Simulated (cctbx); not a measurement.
**A disordered crystal of nominal NaCoS2**

Cell a = 3.4560 Å, b = 3.4560 Å, c = 12.3620 Å, α = 90.00°, β = 90.00°, γ = 120.00°; space group P6_3/mmc (no. 194); nominal formula NaCoS2.

Simulated single-crystal data (cctbx): Mo Kα, λ = 0.71073 Å, to d = 0.75 Å, 50 % of the full sphere, strongest reflection 70000 counts, noise from counting, a 1.5 % proportional error and a noise floor of 8 counts (s.d.); no absorption.

With every site full:

```text
Rint 0.015, 82 unique reflections to 0.75 A
cycle     R1     wR2    GooF  max shift (A)
   1  0.3846  0.6767  57.813   0.00245
   3  0.1814  0.3831  32.728   0.00001
final R1 0.1815 wR2 0.3831 GooF 32.728  parameters 7  data/parameter 11.7
atom        x        y        z      Ueq    occ   su(xyz)  su(Uiso or U11)
Co1    0.00000  0.00000  0.00000   0.0283  1.000  0.00000  0.0038
S1     0.33333  0.66667  0.09843   0.0243  1.000  0.00086  0.0042
Na2    0.33333  0.66667  0.75000  -0.0130  1.000  0.00000  0.0034  NPD
difference map: max 10.78 min -1.86 rms 1.16
Q1    0.3333  0.6667  0.7500    2   10.95  0.00 A from Na2
Q2    0.3333  0.6667  0.0916    4    5.35  0.08 A from S1
Q3    0.0000  0.0000  0.0000    2    4.66  0.00 A from Co1
Q4    0.0960  0.1919  0.7145   12    0.83  1.49 A from Na2
Q5    0.3333  0.6667  0.1938    4    0.69  1.18 A from S1
Q6    0.0000  0.0000  0.1762    4    0.62  2.18 A from Co1
```

With the occupancies of the suspect sites free, each still typed as its main element:

```text
Rint 0.015, 82 unique reflections to 0.75 A
cycle     R1     wR2    GooF  max shift (A)
   1  0.4011  0.6898  59.735   0.00065
  11  0.0057  0.0135   1.169   0.00000
final R1 0.0057 wR2 0.0135 GooF 1.165  parameters 9  data/parameter 9.1
atom        x        y        z      Ueq    occ   su(xyz)  su(Uiso or U11)
Co1    0.00000  0.00000  0.00000   0.0254  0.758  0.00000  0.0001
S1     0.33333  0.66667  0.09828   0.0341  1.000  0.00003  0.0002
Na2    0.33333  0.66667  0.75000   0.0178  1.579  0.00000  0.0002
su of occupancy Co1: 0.002
su of occupancy Na2: 0.005
difference map: max 0.12 min -0.12 rms 0.03
Q1    0.0000  0.0000  0.0621    4    0.12  0.77 A from Co1
Q2    0.0000  0.0000  0.2017    4    0.11  2.08 A from Na2
Q3    0.1864  0.3728  0.7500    6    0.10  0.88 A from Na2
Q4    0.0000  0.0000  0.0000    2    0.07  0.00 A from Co1
Q5    0.9924  0.4962  0.2119   12    0.07  1.08 A from Na2
Q6    0.2255  0.4510  0.6727   12    0.05  1.15 A from Na2
```

**Question.** What is the disorder?

X-rays count electrons. Co1 refines to 0.758(0.002), or 20.5 electrons; the site truly holds 0.6 Co and 0.4 Na, 20.6 electrons, which is 0.763 of Co; Na2 refines to 1.579(0.005), or 17.4 electrons; the site truly holds 0.6 Na and 0.4 Co, 17.4 electrons, which is 1.582 of Na. A value under 1 can't tell vacancies from a lighter guest, and one over 1 needs a heavier guest; chemistry or a second radiation must settle which. Occupancy correlates with U and the scale, and the two elements' form factors differ in shape, so the match is approximate.

Freeing them takes R1 from 0.1815 to 0.0057 and GooF from 32.73 to 1.17.

The model was made for the exercise: a known structure type with other elements put in, its volume estimated, not relaxed; displacement parameters are assumed.

[Middle refinement cycles are left out of these outputs.]

[Logs are printed without paths, hosts, clocks, repeated set-up lines and the standing remarks that a program may print on its own settings, such as how far it seeks lower states.]
